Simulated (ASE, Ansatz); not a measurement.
# Convergence of a linear-scaling basis for germanene hexagonal flake, H-capped, Sn on Ge sites (108 atoms)

Aim: test how closely localised support functions follow the reference on germanene hexagonal flake, H-capped, Sn on Ge sites (108 atoms), and at what cost. A setting counts as converged where the r.m.s. difference of forces stays under 1 % of the r.m.s. force.

Program: Ansatz 0.2.0. Level of theory: Kohn-Sham DFT, PBE, PAW (set soft_2), plane waves. Results are calculated unless marked as measured.

## Step 1: Set-up

The cell holds 108 atoms: 69 Ge, 15 Sn and 24 H. Its edges and angles: a = 40.531 Å, b = 38.724 Å, c = 12.680 Å, α = 90.0°, β = 90.0°, γ = 90.0°. It derives from Ge (germanene) and Sn. Germanene (a = 4.03 Å), rectangular cell with x along the armchair direction; hexagon of inner radius 13 Å, edges capped with H, 12 Å of vacuum, 15 of 84 Ge replaced by Sn at random; not relaxed, displaced by a Gaussian of 0.02 Å. Regions: sheet, 84 atoms (69 Ge and 15 Sn); hydrogen, 24 atoms (24 H). Vacuum lies along a, b and c.

Limits known from the start: Beside vacuum, support functions can miss their usual error bounds without a warning. The main run has no spin polarisation, so any moments at edges, vacancies or dangling bonds can't form in it.

## Step 2: Plane-wave single point

The first run fixes the reference, at a cutoff of 420 eV.

File input.yaml:

```yaml
crystal:
  lattice:
    - [40.53107, 0.0, 0.0]
    - [0.0, 38.72363, 0.0]
    - [0.0, 0.0, 12.68]
  atoms:
    - { symbol: Ge, position: [0.29877, 0.23979, 0.47249] }
    - { symbol: Ge, position: [0.27043, 0.29141, 0.52866] }
    - { symbol: Ge, position: [0.29856, 0.34365, 0.47354] }
    - { symbol: Ge, position: [0.18447, 0.44805, 0.5273] }
    - { symbol: Ge, position: [0.21345, 0.39655, 0.47363] }
    - { symbol: Ge, position: [0.2707, 0.3957, 0.5268] }
    - { symbol: Ge, position: [0.29912, 0.44804, 0.47404] }
    - { symbol: Sn, position: [0.18381, 0.5521, 0.5261] }
    - { symbol: Ge, position: [0.21317, 0.50057, 0.47211] }
    - { symbol: Ge, position: [0.27118, 0.50107, 0.52553] }
    - { symbol: Ge, position: [0.29894, 0.55283, 0.47271] }
    - { symbol: Ge, position: [0.21315, 0.6043, 0.47261] }
    - { symbol: Ge, position: [0.27025, 0.60375, 0.52404] }
    - { symbol: Ge, position: [0.29909, 0.65585, 0.47385] }
    - { symbol: Ge, position: [0.27017, 0.70809, 0.52855] }
    - { symbol: Sn, position: [0.29925, 0.76127, 0.47146] }
    - { symbol: Ge, position: [0.35601, 0.23946, 0.52467] }
    - { symbol: Ge, position: [0.38543, 0.18678, 0.47247] }
    - { symbol: Ge, position: [0.44303, 0.18816, 0.52709] }
    - { symbol: Ge, position: [0.47155, 0.23915, 0.47249] }
    - { symbol: Ge, position: [0.35648, 0.34383, 0.52611] }
    - { symbol: Ge, position: [0.38424, 0.29043, 0.47375] }
    - { symbol: Ge, position: [0.44145, 0.2914, 0.52853] }
    - { symbol: Ge, position: [0.47064, 0.34416, 0.47052] }
    - { symbol: Ge, position: [0.35668, 0.44775, 0.5272] }
    - { symbol: Sn, position: [0.38544, 0.39581, 0.47587] }
    - { symbol: Ge, position: [0.44292, 0.39593, 0.52756] }
    - { symbol: Ge, position: [0.47129, 0.44661, 0.47197] }
    - { symbol: Ge, position: [0.35579, 0.55236, 0.52621] }
    - { symbol: Ge, position: [0.38467, 0.50023, 0.47575] }
    - { symbol: Ge, position: [0.44214, 0.50027, 0.52381] }
    - { symbol: Sn, position: [0.4715, 0.55169, 0.4731] }
    - { symbol: Ge, position: [0.35667, 0.65683, 0.52736] }
    - { symbol: Ge, position: [0.38578, 0.60361, 0.47521] }
    - { symbol: Ge, position: [0.44223, 0.60346, 0.52789] }
    - { symbol: Ge, position: [0.47182, 0.65653, 0.47535] }
    - { symbol: Ge, position: [0.35628, 0.7599, 0.52763] }
    - { symbol: Ge, position: [0.38503, 0.70944, 0.47348] }
    - { symbol: Ge, position: [0.44248, 0.70799, 0.52539] }
    - { symbol: Sn, position: [0.47129, 0.76072, 0.47308] }
    - { symbol: Ge, position: [0.38633, 0.81232, 0.47317] }
    - { symbol: Sn, position: [0.44257, 0.81188, 0.52508] }
    - { symbol: Ge, position: [0.52873, 0.23982, 0.52547] }
    - { symbol: Ge, position: [0.55807, 0.18852, 0.47428] }
    - { symbol: Sn, position: [0.61527, 0.18782, 0.52448] }
    - { symbol: Ge, position: [0.64256, 0.24037, 0.47381] }
    - { symbol: Sn, position: [0.52869, 0.34415, 0.52658] }
    - { symbol: Ge, position: [0.55603, 0.29241, 0.47307] }
    - { symbol: Ge, position: [0.61472, 0.29094, 0.52782] }
    - { symbol: Ge, position: [0.64381, 0.3436, 0.4725] }
    - { symbol: Sn, position: [0.52835, 0.4486, 0.52626] }
    - { symbol: Ge, position: [0.55772, 0.3964, 0.47197] }
    - { symbol: Ge, position: [0.61534, 0.39676, 0.52584] }
    - { symbol: Ge, position: [0.643, 0.44757, 0.4753] }
    - { symbol: Ge, position: [0.52874, 0.55229, 0.52741] }
    - { symbol: Ge, position: [0.55791, 0.50054, 0.47093] }
    - { symbol: Ge, position: [0.61438, 0.50054, 0.5289] }
    - { symbol: Ge, position: [0.6443, 0.55174, 0.47457] }
    - { symbol: Ge, position: [0.52968, 0.65559, 0.52794] }
    - { symbol: Sn, position: [0.55701, 0.60416, 0.4739] }
    - { symbol: Ge, position: [0.61442, 0.60474, 0.52958] }
    - { symbol: Sn, position: [0.64288, 0.65617, 0.47111] }
    - { symbol: Ge, position: [0.52852, 0.75975, 0.52938] }
    - { symbol: Ge, position: [0.55815, 0.70852, 0.4712] }
    - { symbol: Ge, position: [0.61487, 0.70807, 0.53012] }
    - { symbol: Sn, position: [0.64431, 0.76054, 0.46915] }
    - { symbol: Sn, position: [0.55726, 0.81176, 0.47441] }
    - { symbol: Ge, position: [0.61432, 0.81336, 0.52879] }
    - { symbol: Ge, position: [0.70084, 0.24002, 0.52571] }
    - { symbol: Ge, position: [0.70146, 0.34335, 0.52553] }
    - { symbol: Ge, position: [0.72953, 0.29121, 0.4718] }
    - { symbol: Ge, position: [0.69956, 0.44805, 0.52416] }
    - { symbol: Ge, position: [0.7294, 0.39604, 0.47186] }
    - { symbol: Ge, position: [0.78634, 0.39586, 0.52825] }
    - { symbol: Ge, position: [0.8165, 0.44794, 0.47131] }
    - { symbol: Ge, position: [0.7014, 0.55115, 0.52609] }
    - { symbol: Ge, position: [0.72893, 0.49939, 0.47259] }
    - { symbol: Ge, position: [0.78676, 0.50068, 0.52659] }
    [... 24 atom lines left out ...]
    - { symbol: H, position: [0.80557, 0.36362, 0.49127] }
    - { symbol: H, position: [0.85185, 0.44841, 0.50575] }
    - { symbol: H, position: [0.85147, 0.55131, 0.5068] }
    - { symbol: H, position: [0.80621, 0.63688, 0.49185] }
    - { symbol: H, position: [0.71984, 0.79264, 0.4944] }
    - { symbol: H, position: [0.76624, 0.70796, 0.50648] }
kpoints:
  mp_grid: { grid: [1, 1, 1] }
hamiltonian:
  xc: pbe
scf:
  occupations: { method: gaussian, width: 0.05 }
output:
  forces: true
  populations: true
  dos:
    method: { smearing: { sigma: 0.1 } }
    de: 0.1
    projected:
      site_lists:
        Ge: [Ge]
        H: [H]
        Sn: [Sn]
        hydrogen: [84, 85, 86, 87, 88, 89, 90, 91, 92, 93, 94, 95, 96, 97, 98, 99, 100, 101, 102, 103, 104, 105, 106, 107]
  eigenvalues: true
```

The run is started by

```
$ ansatz run input.yaml --threads 32 --pin off --max-ram 143360MiB --backend cuda --events-out ev --progress --plain --runs-dir out
```

Numbers of over 12 decimals in the logs are rounded to 6 here.

Output:

```text
Engine: ansatz 0.2.0, aarch64-unknown-linux-gnu
Pseudopotentials: kind: paw
Pseudopotential: Ge, paw, valence charge 14, recommended cutoff 420 eV (normal), Ge.paw.azcp
Pseudopotential: Sn, paw, valence charge 14, recommended cutoff 420 eV (normal), Sn.paw.azcp
Pseudopotential: H, paw, valence charge 1, recommended cutoff 420 eV (normal), H.paw.azcp
Functional definition: PBE
  parameter kappa = 0.804
  parameter beta = 0.066725
  exchange = pbe_x(kappa = kappa, mu = beta*pi^2/3)
  correlation = pbe_c(beta = beta)
device memory: the entry about to start is reckoned to put 34.8 GiB on a device that reports 182.5 GiB free
GPU FFT provider: cuFFT
GPU libraries: cuBLAS 13.8.1, cuFFT 12.4.0, cuSOLVER 12.3.2
GPU matrix products: emulated (plane waves: as basis.precision tells), large ones in fixed point in workspaces of 1.00 GiB
Crystal: 108 atoms, lattice volume = 19901.389 Å³
Basis set: ecut = 420 eV, 388909 PW (Γ), exchange–correlation on 576×540×180 points (8 copies of the dense FFT grid, shifted against one another)
Bands: 720, of which v1, the nominal top of the filled ones, is band 600 counted from 1 (599 counted from 0)
Symmetry: 1 space group operations
Space group: P1 (ITA 1), of the structure as read, at distance tolerance 2.7e-4 Å
k-points: 1
Non-local potential: Ge, projectors of the file, l = 0: 2, l = 1: 2, l = 2: 3, l = 3: 1
Non-local potential: Sn, projectors of the file, l = 0: 2, l = 1: 2, l = 2: 2, l = 3: 2
Non-local potential: H, projectors of the file, l = 0: 2, l = 1: 1
PAW form: soft (Blöchl's): semilocal exchange-correlation on the pseudo side does not see the compensation charge
PAW one-centre angular grid: Ge, 590 points (default); XC on 64 Gauss nodes
PAW one-centre angular grid: Sn, 590 points (default); XC on 64 Gauss nodes
PAW one-centre angular grid: H, 110 points (default); XC on 64 Gauss nodes
Initial density: superposition of atomic densities (neutral atoms: chi_scale 0, normalization atom), corrected by the library's trained network
Initial wavefunctions: pseudopotential atomic-orbital guess
GPU buffer pool allocated for 6998400 grid points (all kernels)
GPU transforms: local potential and band sums: pruned to the plane-wave sphere, on 270×270×90
Functional: x = pbe(κ = 0.804, μ = 0.219515), c = pbe(β = 0.066725)
SCF iter   1: F=—  HF=-387036.133940 eV  |F-HF|=—  |Δ(HF+E_count)|=         —  Δρ=8.54e-4  dr2=3.48e-1  ethr=1.77e-3  ⟨swp⟩=6.0  Hψ=2717  notcnv=0  defer=61
preconditioner: auto → Resta (q_TF=auto, 1.708 Å⁻¹)  ε∞=1.4  [insulator: Δε(μ)=0.599 eV  Ē_g=7.638 eV  σ=0.050 eV  W_gap=1.00  n_scr=1708 (ndim 8)  ℏωp=5.0 eV  f_vac=0.826  D(μ)=0.00/eV (n_scr^D=0)  ε∞_Penn≈1.4  vacuum switching on, ρ_ref=4.2e-3 e/Å³]
SCF iter   2: F=—  HF=-387036.137804 eV  |F-HF|=—  |Δ(HF+E_count)|=   3.86e-3  Δρ=4.59e-4  dr2=1.22e-1  ethr=2.90e-5  ⟨swp⟩=2.0  Hψ=1290  notcnv=0  defer=112
SCF iter   3: F=—  HF=-387036.188913 eV  |F-HF|=—  |Δ(HF+E_count)|=   5.11e-2  Δρ=3.04e-4  dr2=2.45e-1  ethr=1.02e-5  ⟨swp⟩=8.0  Hψ=1378  notcnv=0  defer=112
SCF iter   4: F=—  HF=-387036.169216 eV  |F-HF|=—  |Δ(HF+E_count)|=   1.97e-2  Δρ=1.46e-4  dr2=5.47e-2  ethr=1.02e-5  ⟨swp⟩=2.0  Hψ=905  notcnv=0  defer=112
SCF iter   5: F=—  HF=-387036.171404 eV  |F-HF|=—  |Δ(HF+E_count)|=   2.19e-3  Δρ=7.44e-5  dr2=4.46e-3  ethr=4.56e-6  ⟨swp⟩=2.0  Hψ=699  notcnv=0  defer=112
SCF iter   6: F=—  HF=-387036.170022 eV  |F-HF|=—  |Δ(HF+E_count)|=   1.38e-3  Δρ=4.44e-5  dr2=1.04e-3  ethr=3.72e-7  ⟨swp⟩=2.0  Hψ=714  notcnv=0  defer=112
SCF iter   7: F=—  HF=-387036.170435 eV  |F-HF|=—  |Δ(HF+E_count)|=   4.12e-4  Δρ=2.60e-5  dr2=5.74e-4  ethr=8.71e-8  ⟨swp⟩=2.0  Hψ=717  notcnv=0  defer=112
SCF iter   8: F=—  HF=-387036.170544 eV  |F-HF|=—  |Δ(HF+E_count)|=   1.10e-4  Δρ=1.39e-5  dr2=5.86e-5  ethr=4.78e-8  ⟨swp⟩=2.0  Hψ=708  notcnv=0  defer=112
SCF iter   9: F=—  HF=-387036.176255 eV  |F-HF|=—  |Δ(HF+E_count)|=   5.71e-3  Δρ=7.65e-6  dr2=1.46e-5  ethr=4.88e-9  ⟨swp⟩=2.0  Hψ=819  notcnv=0  defer=112
SCF iter  10: F=—  HF=-387036.176285 eV  |F-HF|=—  |Δ(HF+E_count)|=   3.03e-5  Δρ=4.07e-6  dr2=1.78e-5  ethr=1.21e-9  ⟨swp⟩=2.0  Hψ=788  notcnv=0  defer=112
SCF iter  11: F=—  HF=-387036.176300 eV  |F-HF|=—  |Δ(HF+E_count)|=   1.43e-5  Δρ=1.96e-6  dr2=1.53e-6  ethr=1.21e-9  ⟨swp⟩=2.0  Hψ=712  notcnv=0  defer=112
SCF iter  12: F=—  HF=-387036.176305 eV  |F-HF|=—  |Δ(HF+E_count)|=   5.20e-6  Δρ=1.07e-6  dr2=5.65e-7  ethr=1.28e-10  ⟨swp⟩=2.0  Hψ=729  notcnv=0  defer=112
SCF iter  13: F=—  HF=-387036.176306 eV  |F-HF|=—  |Δ(HF+E_count)|=   1.06e-6  Δρ=6.18e-7  dr2=1.63e-7  ethr=4.71e-11  ⟨swp⟩=2.0  Hψ=713  notcnv=0  defer=112
SCF iter  14: F=—  HF=-387036.176306 eV  |F-HF|=—  |Δ(HF+E_count)|=   1.77e-7  Δρ=3.47e-7  dr2=1.40e-7  ethr=8.33e-12  ⟨swp⟩=27.0  Hψ=4512  notcnv=0
SCF iter  15: F=-387036.176306 eV  HF=-387036.176306 eV  |F-HF|=2.47e-7  |Δ(HF+E_count)|=   3.07e-8  Δρ=1.73e-7  dr2=1.69e-8  ethr=8.33e-12  ⟨swp⟩=6.0  Hψ=1815  notcnv=0
SCF 1 converged in 15 iterations: F = -387036.176306 eV  dr2 = 1.69e-8
  greatest PAW one-centre occupation: 0.998 electrons in one spin orbital (limit 2), on the Ge atom at site 82 (counted from 0), in its partial waves of l = 2
SCF converged after 15 iterations
Free energy (F): -387036.176306 eV
Harris-Foulkes:  -387036.176306 eV  (|F-HF|=2.47e-7)
Internal energy: -387036.176306 eV  (E = F + TS)
E sigma→0 (E₀):  -387036.176306 eV
Fermi energy:    -3.085870 eV
--- Per-component energies (eV) ---
  E_band       = -25462.392013
  E_kinetic    = 10781.832459
  E_local      = -1061106.492505  (includes V_loc(G=0)·N_el)
  E_nonlocal   = 28373.309024
  E_hartree    = 514710.244882
  E_xc         = -11116.843107
  E_vxc        = -6100.937020  (∫ρ·V_xc dr)
  E_paw        = -201371.589321  (= ΣΔE_a)
  E_vpaw       = -26830.649862  (= ΣTr[D̂ρ^β])
  E_aug_tail   = -0.009387  (compensation charges beyond the density's cutoff)
  E_ewald      = 332693.371649
  E_smearing   = -0.000000  (= −TS)
  E_closure    = -0.000000  (closes the sum)
  Σ components = -387036.176306   (vs F -387036.176306, Δ=0.00e0)
--- Forces (eV/Å), atoms counted from 1 ---
[... 108 lines of forces left out ...]
  max |Σ_I F_I| component: 1.85e-5 eV/Å
--- Band table (eV) ---
[... left out ...]
--- Löwdin populations: 108 sites ---
  site symbol       q [e]
[... 108 lines, one an atom, left out ...]
  spilling = 0.003244 (of n_electrons = 1200.000000)
```

It took 10 s on 1 × NVIDIA GB200 with 32 threads of Arm Neoverse V2, shared host; peak memory 5.2 GiB; 34 s of CPU time.

That memory is the host's; the program planned up to 34.8 GiB on the GPU. Forces of this run were stored rounded, and per-atom blocks of the log weren't kept.

The run gave:

- free energy: -387036.1763 eV
- free energy per atom: -3583.6683 eV/atom
- SCF cycles: 15
- r.m.s. force component: 1.036 eV/Å
- longest force: 4.885 eV/Å
- Fermi energy: -3.086 eV
- gap (highest filled to lowest empty level): 0.5949 eV
- spilling of the projection: 0.003244

Length of the force by element:

```csv
element,coordination,atoms,mean length of the force (eV/Å),spread,least,most
Ge,all,69,1.02,0.726,0.0277,2.64
H,all,24,1.51,1.66,0.0897,4.89
Sn,all,15,2.59,1.10,1.24,4.04
```

Löwdin charges by element (they lack the spilled electrons, 0.036 e an atom on average):

```csv
element,coordination,atoms,mean charge (e),spread,least,most
Ge,all,69,0.0056,0.0673,-0.159,0.0991
H,all,24,-0.0425,0.03,-0.101,-0.0177
Sn,all,15,0.302,0.074,0.103,0.393
```

Charge against the make-up of the first shell:

```
Sn neighbours of Ge  atoms  mean charge (e)
                  0     43             0.05
                  1     19           -0.046
                  2      7           -0.131
```

By region:

```csv
region,atoms,mean length of the force (eV/Å)
sheet,84,1.30
hydrogen,24,1.51
```

States in the cell by windows of 1 eV, zero at the Fermi level; some projections on atomic orbitals stand beside the total:

| from (eV) | to (eV) | total | Ge p | Ge s | Sn p | H s | Sn s |
| --- | --- | --- | --- | --- | --- | --- | --- |
| -14 | -12 | 0.0 | 0.0 | 0.0 | 0.0 | 0.0 | 0.0 |
| -12 | -11 | 5.7 | 0.4 | 4.4 | 0.1 | 0.1 | 0.7 |
| -11 | -10 | 29.7 | 3.9 | 19.9 | 1.0 | 1.1 | 3.5 |
| -10 | -9 | 39.8 | 6.9 | 24.7 | 1.8 | 2.0 | 3.9 |
| -9 | -8 | 11.7 | 2.4 | 6.3 | 0.6 | 0.9 | 1.5 |
| -8 | -7 | 31.6 | 8.3 | 14.8 | 1.8 | 3.6 | 2.7 |
| -7 | -6 | 20.7 | 6.1 | 8.8 | 1.3 | 2.0 | 2.1 |
| -6 | -5 | 14.4 | 4.5 | 5.9 | 0.9 | 1.4 | 1.4 |
| -5 | -4 | 16.9 | 7.2 | 3.5 | 2.0 | 3.0 | 0.9 |
| -4 | -3 | 31.9 | 18.7 | 3.0 | 3.8 | 4.9 | 0.8 |
| -3 | -2 | 57.7 | 42.1 | 2.0 | 7.9 | 4.2 | 0.6 |
| -2 | -1 | 72.2 | 55.9 | 2.7 | 10.8 | 1.3 | 0.7 |
| -1 | 0 | 27.6 | 21.1 | 1.4 | 4.2 | 0.3 | 0.3 |
| 0 | 1 | 28.0 | 21.1 | 1.9 | 4.0 | 0.2 | 0.4 |
| 1 | 2 | 41.3 | 26.5 | 5.6 | 6.0 | 0.7 | 0.9 |
| 2 | 3 | 65.3 | 36.5 | 10.9 | 6.7 | 1.8 | 1.8 |

Between -25 and -14 eV lie 840 more states.

Not all projections were asked for or kept, so they needn't add up to the total.

The levels nearest the highest filled one (over half full), pooled over k-points and spins:

| level less the highest filled one (eV) | occupation |
| --- | --- |
| -0.396 | 2 |
| -0.357 | 2 |
| -0.339 | 2 |
| -0.270 | 2 |
| -0.023 | 2 |
| 0 | 2 |
| 0.595 | 0 |
| 0.641 | 0 |
| 0.856 | 0 |
| 0.893 | 0 |
| 0.904 | 0 |
| 0.936 | 0 |

Mean Löwdin charges: Ge +0.01, H -0.04, Sn +0.30 e (they miss 0.32 % of the electrons, so they add up to more than the cell's charge). Charges this small depend on the projection, at times even in sign. The charge on Ge changes by -0.093 e for each Sn neighbour that takes the place of another kind, on average. The largest share in the top eV of filled states is Ge p (77 % of the projected weight), and in the lowest eV of empty states Ge p (75 % of the projected weight).

## Step 3: Distances and neighbours

These statistics describe the geometry on which the runs were made.

Normalised to the volume that the atoms fill. Pair distribution functions g(r), in bins of 0.2 Å:

```csv
r (Å),total,Ge-Ge,Ge-H,Ge-Sn,H-H,H-Sn,Sn-Sn
1.40,0.30,0.00,0.54,0.00,0.00,2.47,0.00
1.60,1.41,0.00,3.98,0.00,0.00,4.55,0.00
1.80,0.00,0.00,0.00,0.00,0.00,0.00,0.00
2.00,0.00,0.00,0.00,0.00,0.00,0.00,0.00
2.20,0.00,0.00,0.00,0.00,0.00,0.00,0.00
2.40,3.21,5.38,0.00,5.25,0.00,0.00,4.46
2.60,0.00,0.00,0.00,0.00,0.00,0.00,0.00
2.80,0.00,0.00,0.00,0.00,0.00,0.00,0.00
3.00,0.00,0.00,0.00,0.00,0.00,0.00,0.00
3.20,0.31,0.00,0.60,0.00,1.98,0.75,0.00
3.40,0.51,0.00,1.43,0.00,0.00,1.71,0.00
3.60,0.00,0.00,0.00,0.00,0.00,0.00,0.00
3.80,0.14,0.00,0.00,0.00,2.81,0.00,0.00
4.00,2.14,3.61,0.00,2.93,1.25,0.00,4.27
4.20,0.21,0.00,0.47,0.06,0.00,1.06,0.00
4.40,0.13,0.00,0.44,0.00,0.00,0.14,0.00
4.60,0.37,0.66,0.00,0.43,0.00,0.00,1.18
4.80,0.38,0.61,0.00,0.71,0.00,0.00,0.00
5.00,0.00,0.00,0.00,0.00,0.00,0.00,0.00
5.20,0.01,0.00,0.04,0.00,0.00,0.00,0.00
5.40,0.27,0.00,0.83,0.00,0.00,0.47,0.00
5.60,0.00,0.00,0.00,0.00,0.00,0.00,0.00
5.80,0.00,0.00,0.00,0.00,0.00,0.00,0.00
6.00,0.03,0.00,0.11,0.00,0.00,0.00,0.00
6.20,0.85,1.29,0.25,1.29,0.00,0.07,1.12
6.40,0.05,0.00,0.13,0.00,0.00,0.20,0.00
6.60,0.09,0.00,0.27,0.00,0.00,0.24,0.00
6.80,0.01,0.02,0.00,0.00,0.00,0.00,0.00
```

Bonds by pair of elements; cutoffs follow the first minimum of g(r), held within bounds set by covalent radii, and pairs that aren't listed don't count as bonded:

```
pair A-B  cutoff (Å)  bonds  mean length (Å)  spread (Å)  shortest (Å)  B about A  A about B
   Ge-Ge        2.88     78             2.42       0.029          2.35       2.26       2.26
    Ge-H        1.89     18             1.53       0.026          1.46      0.261       0.75
   Ge-Sn        3.03     33             2.43       0.027          2.37      0.478        2.2
    H-Sn        2.04      6             1.52       0.022          1.50       0.25        0.4
   Sn-Sn        2.84      3             2.42       0.052          2.38        0.4        0.4
```

[end of part 1 of 2]

[Logs are printed without paths, hosts, clocks, repeated set-up lines and the standing remarks that a program may print on its own settings, such as how far it seeks lower states.]

[Hosts, paths, dates, database ids (printed as entryN), source tags and the programs' standing remarks are cut or masked in the printed files.]
